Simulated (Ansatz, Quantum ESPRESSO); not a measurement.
# bismuthene, 1 layer: the energy at a withheld member of a series

**Set-up.** Quantum ESPRESSO 7.5, PBE, GBRV ultrasoft. Cell and atoms are first relaxed; each strained cell is then held and the atoms relax in it. A periodic run with 15 Å of vacuum in the starting cell gives the vacuum levels, and bands follow along a path. The series steps biaxial strain. Energies count from the lowest.

| biaxial strain | energy (eV) |
| --- | --- |
| -4 % | 0.0517 |
| -3 % | 0.0282 |
| -2 % | 0.0120 |
| -1 % | 0.0026 |
| 0 % | 0.0000 |
| 1 % | 0.0036 |
| 2 % | 0.0130 |
| 3 % | 0.0280 |

To predict: What is the energy at 4 %?

**Fit.** The rows at 2 % and 3 % give a slope of (0.0280 − (0.0130))/(3 − (2)) = 0.015, so a straight line gives 0.0430 eV. A parabola through these and the row at 1 % gives 0.0486 eV.

**Check.** 0.0483 eV. The line misses by −0.0053 and the parabola by +0.0003 eV. The parabola does better.

Caveats: Semilocal gaps are too small; the 1×1 cell can't ripple over many cells under compression as a free sheet would. No spin-orbit coupling.
